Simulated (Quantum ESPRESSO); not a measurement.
# Collinear magnetic orders of V3Sb2 with Quantum ESPRESSO, part 2 of 2

A self-consistent run ends on one state, which hangs on the start. Several orders of V3Sb2 are started in Quantum ESPRESSO and their energies compared.

Quantum ESPRESSO 7.5; PBEsol; plane waves with GBRV 1.5 PBEsol potentials, no spin-orbit coupling.

So far: The starting structure; Start 1: ferro ++++++.

### 3. Start 2: antiferro ++−−+−

Contents of pw.in:

```
&CONTROL
  calculation = 'scf'
  prefix = 'pwscf'
  outdir = './tmp'
  pseudo_dir = './pseudo'
  disk_io = 'nowf'
/
&SYSTEM
  ibrav = 0
  nat = 10
  ntyp = 3
  ecutwfc = 40
  ecutrho = 280
  nbnd = 85
  occupations = 'smearing'
  smearing = 'fd'
  degauss = 0.00734986
  nspin = 2
  starting_magnetization(1) = 0.1154
  starting_magnetization(2) = -0.1154
  starting_magnetization(3) = 0
/
&ELECTRONS
  conv_thr = 2d-08
  electron_maxstep = 150
  mixing_beta = 0.3
/
ATOMIC_SPECIES
V1     50.9415 v_pbesol_v1.4.uspp.F.UPF
V2     50.9415 v_pbesol_v1.4.uspp.F.UPF
Sb    121.7600 sb_pbesol_v1.4.uspp.F.UPF
CELL_PARAMETERS angstrom
   2.7525426209    1.5891812232    6.7757537157
  -2.7525426209    1.5891812232    6.7757537157
   0.0000000000   -3.1783624463    6.7757537157
ATOMIC_POSITIONS crystal
V1      0.6028366100    0.1274830000    0.6028366100
V1      0.6028366100    0.6028366100    0.1274830000
V2      0.1274830000    0.6028366100    0.6028366100
V2      0.8725170000    0.3971633900    0.3971633900
V1      0.3971633900    0.8725170000    0.3971633900
V2      0.3971633900    0.3971633900    0.8725170000
Sb      0.1097455600    0.1097455600    0.1097455600
Sb      0.8902544400    0.8902544400    0.8902544400
Sb      0.3311160700    0.3311160700    0.3311160700
Sb      0.6688839300    0.6688839300    0.6688839300
K_POINTS automatic
6 6 6 0 0 0
```

Launch:

```sh
> OMP_NUM_THREADS=1 mpirun -n 4 pw.x -nk 4 -in pw.in > pw.out
```

The log of the run:

```text
[banner, memory and clock lines left out]
Program PWSCF v.7.5 starts

     bravais-lattice index     =            0
     lattice parameter (alat)  =      14.1430  a.u.
     unit-cell volume          =    1200.0876 (a.u.)^3
     number of atoms/cell      =           10
     number of atomic types    =            3
     number of electrons       =       138.00
     number of Kohn-Sham states=           85
     kinetic-energy cutoff     =      40.0000  Ry
     charge density cutoff     =     280.0000  Ry
     scf convergence threshold =      2.0E-08
     mixing beta               =       0.3000
     number of iterations used =            8  plain     mixing
     Exchange-correlation= SLA  PW   PSX  PSC
                           (   1   4  10   8   0   0   0)

     celldm(1)=  14.143035  celldm(2)=   0.000000  celldm(3)=   0.000000
     celldm(4)=   0.000000  celldm(5)=   0.000000  celldm(6)=   0.000000

     crystal axes: (cart. coord. in units of alat)
               a(1) = (   0.367782   0.212339   0.905345 )
               a(2) = (  -0.367782   0.212339   0.905345 )
               a(3) = (   0.000000  -0.424678   0.905345 )

     reciprocal axes: (cart. coord. in units 2 pi/alat)
               b(1) = (  1.359502  0.784909  0.368184 )
               b(2) = ( -1.359502  0.784909  0.368184 )
               b(3) = ( -0.000000 -1.569817  0.368184 )

     PseudoPot. # 1 for V  read from file:
     v_pbesol_v1.4.uspp.F.UPF
     Pseudo is Ultrasoft + core correction, Zval = 13.0

     PseudoPot. # 2 for V  read from file:
     v_pbesol_v1.4.uspp.F.UPF
     Pseudo is Ultrasoft + core correction, Zval = 13.0

     PseudoPot. # 3 for Sb read from file:
     sb_pbesol_v1.4.uspp.F.UPF
     Pseudo is Ultrasoft + core correction, Zval = 15.0

     atomic species   valence    mass     pseudopotential
     V1               13.00    50.94150     V ( 1.00)
     V2               13.00    50.94150     V ( 1.00)
     Sb               15.00   121.76000     Sb( 1.00)

     Starting magnetic structure
     atomic species   magnetization
     V1              0.115
     V2             -0.115
     Sb              0.000

     No symmetry found

   Cartesian axes

     site n.     atom                  positions (alat units)
         1        V1     tau(   1) = (   0.1748264  -0.1009361   1.2069657  )
         2        V1     tau(   2) = (   0.0000000   0.2018722   1.2069657  )
         3        V2     tau(   3) = (  -0.1748264  -0.1009361   1.2069657  )
         4        V2     tau(   4) = (   0.1748264   0.1009361   1.5090679  )
         5        V1     tau(   5) = (  -0.1748264   0.1009361   1.5090679  )
         6        V2     tau(   6) = (  -0.0000000  -0.2018722   1.5090679  )
         7        Sb     tau(   7) = (  -0.0000000   0.0000000   0.2980726  )
         8        Sb     tau(   8) = (  -0.0000000   0.0000000   2.4179609  )
         9        Sb     tau(   9) = (   0.0000000   0.0000000   0.8993223  )
        10        Sb     tau(  10) = (   0.0000000   0.0000000   1.8167112  )

     number of k points=   112  Fermi-Dirac smearing, width (Ry)=  0.0073

     Number of k-points >= 100: set verbosity='high' to print them.

     Dense  grid:    95025 G-vectors     FFT dimensions: (  75,  75,  75)

     Smooth grid:    40935 G-vectors     FFT dimensions: (  60,  60,  60)

     Check: negative core charge=   -0.000004
     Generating pointlists ...
     new r_m :   0.1442 (alat units)  2.0399 (a.u.) for type    1
     new r_m :   0.1442 (alat units)  2.0399 (a.u.) for type    2
     new r_m :   0.1518 (alat units)  2.1466 (a.u.) for type    3

     Initial potential from superposition of free atoms

     starting charge     133.9931, renormalised to     138.0000

     negative rho (up, down):  2.095E-03 2.095E-03
     Starting wfcs are   96 randomized atomic wfcs

     Self-consistent Calculation

     iteration #  1     ecut=    40.00 Ry     beta= 0.30
     Davidson diagonalization with overlap
     ethr =  1.00E-02,  avg # of iterations =  3.2

     negative rho (up, down):  3.074E-03 3.074E-03

     total energy              =   -1607.61890153 Ry
     estimated scf accuracy    <       4.96884800 Ry

     total magnetization       =    -0.00 Bohr mag/cell
     absolute magnetization    =     3.96 Bohr mag/cell

     iteration #  2     ecut=    40.00 Ry     beta= 0.30
     Davidson diagonalization with overlap
     ethr =  3.60E-03,  avg # of iterations =  2.7

     negative rho (up, down):  2.977E-03 2.977E-03

     total energy              =   -1608.20177753 Ry
     estimated scf accuracy    <       1.72668744 Ry

     total magnetization       =     0.00 Bohr mag/cell
     absolute magnetization    =     5.62 Bohr mag/cell

     [... further iterations left out ...]

     iteration # 37     ecut=    40.00 Ry     beta= 0.30
     Davidson diagonalization with overlap
     ethr =  2.79E-11,  avg # of iterations =  3.9

     negative rho (up, down):  2.879E-03 2.879E-03

     total energy              =   -1608.43202318 Ry
     estimated scf accuracy    <       0.00000007 Ry

     total magnetization       =    -0.00 Bohr mag/cell
     absolute magnetization    =     0.01 Bohr mag/cell

     iteration # 38     ecut=    40.00 Ry     beta= 0.30
     Davidson diagonalization with overlap
     ethr =  2.79E-11,  avg # of iterations =  4.6

     negative rho (up, down):  2.879E-03 2.879E-03

     Magnetic moment per site  (integrated on atomic sphere of radius R)
     atom   1 (R=0.144)  charge= 11.3044  magn=  0.0013
     atom   2 (R=0.144)  charge= 11.3044  magn= -0.0004
     atom   3 (R=0.144)  charge= 11.3044  magn= -0.0007
     atom   4 (R=0.144)  charge= 11.3044  magn= -0.0012
     atom   5 (R=0.144)  charge= 11.3045  magn=  0.0007
     atom   6 (R=0.144)  charge= 11.3045  magn=  0.0004
     atom   7 (R=0.152)  charge= 12.4924  magn= -0.0000
     atom   8 (R=0.152)  charge= 12.4924  magn=  0.0000
     atom   9 (R=0.152)  charge= 12.4370  magn= -0.0000
     atom  10 (R=0.152)  charge= 12.4370  magn=  0.0000

     End of self-consistent calculation

     Number of k-points >= 100: set verbosity='high' to print the bands.

     the Fermi energy is    14.9085 ev

!    total energy              =   -1608.43202322 Ry
     estimated scf accuracy    <       0.00000002 Ry
     smearing contrib. (-TS)   =      -0.02068486 Ry
     internal energy E=F+TS    =   -1608.41133836 Ry

     The total energy is F=E-TS. E is the sum of the following terms:
     one-electron contribution =    -655.37171551 Ry
     hartree contribution      =     402.78797863 Ry
     xc contribution           =    -291.70665526 Ry
     ewald contribution        =   -1064.12094622 Ry

     total magnetization       =    -0.00 Bohr mag/cell
     absolute magnetization    =     0.01 Bohr mag/cell

     convergence has been achieved in  38 iterations
```

It took 24 min on 4 MPI ranks of AMD EPYC 9R14 (Zen 4), shared host; peak memory 2.4 GiB.

Spin moment in the atom's sphere by atom:

| atom | spin moment in the atom's sphere (μB) |
| --- | --- |
| V1 | 0.0013 |
| V2 | -0.0004 |
| V3 | -0.0007 |
| V4 | -0.0012 |
| V5 | 0.0007 |
| V6 | 0.0004 |
| Sb7 | 0.0000 |
| Sb8 | 0.0000 |
| Sb9 | 0.0000 |
| Sb10 | 0.0000 |

This step gave:

```
smearing term TS       : 0.2814 eV
magnetization          : 0 μB
absolute magnetization : 0.006 μB
final state            : non-magnetic
```

Valence density in the ac plane of the conventional cell at fractional y = 0.000, with atoms of V and Sb within 0.2 Å of it. It is the smooth field of the valence electrons, not physical close to the nuclei.

Values in e/Å³, 24 rows by 15 columns, each cell a mean:
```
 0  0  0  0  0  0  0  0  0  0  0  0  0  0  0
 2  1  0  0  0  0  1  1  1  0  0  0  0  1  1
12  6  1  0  0  1  6  9  9  2  0  0  1  3 10
 2  1  0  0  0  0  1  2  2  1  0  0  0  1  2
 0  0  0  0  0  0  0  0  0  0  0  0  0  0  0
 0  0  0  1  1  0  0  0  0  0  0  1  0  0  0
 1  0  0  0  0  0  0  0  0  0  0  0  0  0  1
10  4  1  0  0  0  0  0  0  0  0  0  0  2  8
 6  3  1  0  0  0  0  0  0  0  0  0  0  1  4
 0  0  0  0  0  0  0  0  0  0  0  0  0  0  0
 0  0  1  1  1  0  0  0  0  0  1  1  1  0  0
 0  0  0  0  0  0  0  0  0  0  0  0  0  0  0
 0  0  0  1  0  0  0  0  0  0  0  1  0  0  0
 0  0  1  1  1  0  0  0  0  0  0  1  1  0  0
 0  0  0  0  0  0  0  0  0  0  0  0  0  0  0
 9  4  1  0  0  0  0  0  0  0  0  0  0  2  7
 7  3  1  0  0  0  0  0  0  0  0  0  0  2  6
 0  0  0  0  0  0  0  0  0  0  0  0  0  0  0
 0  0  0  1  1  0  0  0  0  0  1  1  0  0  0
 0  0  0  0  0  0  0  0  0  0  0  0  0  0  0
 4  2  1  0  0  0  2  5  4  1  0  0  0  1  3
11  5  1  0  0  1  5  8  8  2  0  0  1  3  9
 1  0  0  0  0  0  0  1  0  0  0  0  0  0  1
 0  0  0  0  0  0  0  0  0  0  0  0  0  0  0
```
Columns run along a (5.5 Å), rows up along c (20.3 Å), edges of the conventional cell, whose origin can differ from the input's. Atoms in or near the plane, at fractional coordinates: V at (0.49, 0.11), V at (0.51, 0.89), Sb at (0.00, 0.11), Sb at (0.00, 0.89), Sb at (0.00, 0.33), Sb at (0.00, 0.67).

### 4. Run 3, typed as antiferro +++−−−

pw.in: that of step 3 with these lines changed.

```diff
@@ -38,5 +38,5 @@
 V1      0.6028366100    0.6028366100    0.1274830000
-V2      0.1274830000    0.6028366100    0.6028366100
+V1      0.1274830000    0.6028366100    0.6028366100
 V2      0.8725170000    0.3971633900    0.3971633900
-V1      0.3971633900    0.8725170000    0.3971633900
+V2      0.3971633900    0.8725170000    0.3971633900
 V2      0.3971633900    0.3971633900    0.8725170000
```

The log of the run:

```text
     [... lines left out ...]
Program PWSCF v.7.5 starts
     [... lines left out ...]
     number of atoms/cell      =           10
     [... lines left out ...]
     number of electrons       =       138.00
     number of Kohn-Sham states=           85
     kinetic-energy cutoff     =      40.0000  Ry
     charge density cutoff     =     280.0000  Ry
     scf convergence threshold =      2.0E-08
     [... lines left out ...]
      6 Sym. Ops. (no inversion) found
     [... lines left out ...]
     number of k points=    32  Fermi-Dirac smearing, width (Ry)=  0.0073
     [... lines left out ...]
     iteration # 18     ecut=    40.00 Ry     beta= 0.30
     [... lines left out ...]
     Magnetic moment per site  (integrated on atomic sphere of radius R)
     atom   1 (R=0.144)  charge= 11.3045  magn=  0.0001
     atom   2 (R=0.144)  charge= 11.3045  magn=  0.0001
     atom   3 (R=0.144)  charge= 11.3045  magn=  0.0001
     atom   4 (R=0.144)  charge= 11.3045  magn=  0.0002
     atom   5 (R=0.144)  charge= 11.3045  magn=  0.0002
     atom   6 (R=0.144)  charge= 11.3045  magn=  0.0002
     atom   7 (R=0.152)  charge= 12.4924  magn= -0.0000
     atom   8 (R=0.152)  charge= 12.4924  magn= -0.0000
     atom   9 (R=0.152)  charge= 12.4370  magn= -0.0000
     atom  10 (R=0.152)  charge= 12.4370  magn= -0.0000
     [... lines left out ...]
     the Fermi energy is    14.9085 ev
!    total energy              =   -1608.43202325 Ry
     estimated scf accuracy    <          2.9E-09 Ry
     smearing contrib. (-TS)   =      -0.02068498 Ry
     [... lines left out ...]
     total magnetization       =     0.00 Bohr mag/cell
     absolute magnetization    =     0.00 Bohr mag/cell
     convergence has been achieved in  18 iterations
```

Wall time 3.6 min (4 MPI ranks); peak memory 1.3 GiB; 14 min of CPU time.

Spin moment in the atom's sphere by atom:

```
atom  spin moment in the atom's sphere (μB)
  V1                                 0.0001
  V2                                 0.0001
  V3                                 0.0001
  V4                                 0.0002
  V5                                 0.0002
  V6                                 0.0002
 Sb7                                 0.0000
 Sb8                                 0.0000
 Sb9                                 0.0000
Sb10                                 0.0000
```

Numbers from this step:

| Property | Result |
| --- | --- |
| smearing term TS | 0.2814 eV |
| magnetization | 0 μB |
| absolute magnetization | 0 μB |
| final state | non-magnetic |

### 5. Energies of the orders

An order is kept where moments of 0.15 μB or more survive with the typed signs; meshes match where a doubled cell samples the same k points as the first cell.

Orders:

| start | final state | typed order kept | energy over the lowest (meV a seeded atom) | largest site moment (μB) | net moment (μB a cell of the first run) | mesh matched | CPU time (s) |
| --- | --- | --- | --- | --- | --- | --- | --- |
| ferro ++++++ | non-magnetic | no | 0 | 0 | 9.34e-4 | yes | 773.8 |
| antiferro ++--+- | non-magnetic | no | 0 | 0.001262 | 0 | yes | 5856 |
| antiferro +++--- | non-magnetic | no | 0 | 0 | 0.001135 | yes | 859.4 |

### 6. Results

```
lowest state found  : non-magnetic (from ferro ++++++, antiferro ++--+- and antiferro +++---)
largest site moment : 0 μB
```

What this shows: The lowest state carries no moment, and no start kept one. This is the lowest of 3 collinear or spinless starts, no proof of the ground state. Energies are free energies at an electronic temperature of 1160 K, which lowers moments and differences where the moments are itinerant.

[Logs and program files are shortened in this print: banners, set-up blocks, solver, clock and traceback lines can be left out without a mark of their own.]

[Logs are printed without paths, hosts, clocks, repeated set-up lines and the standing remarks that a program may print on its own settings, such as how far it seeks lower states.]

[Hosts, paths, dates, database ids (printed as entryN), source tags and the programs' standing remarks are cut or masked in the printed files.]

[Where a cell is said to come from a database of computed structures, the database is the Materials Project.]
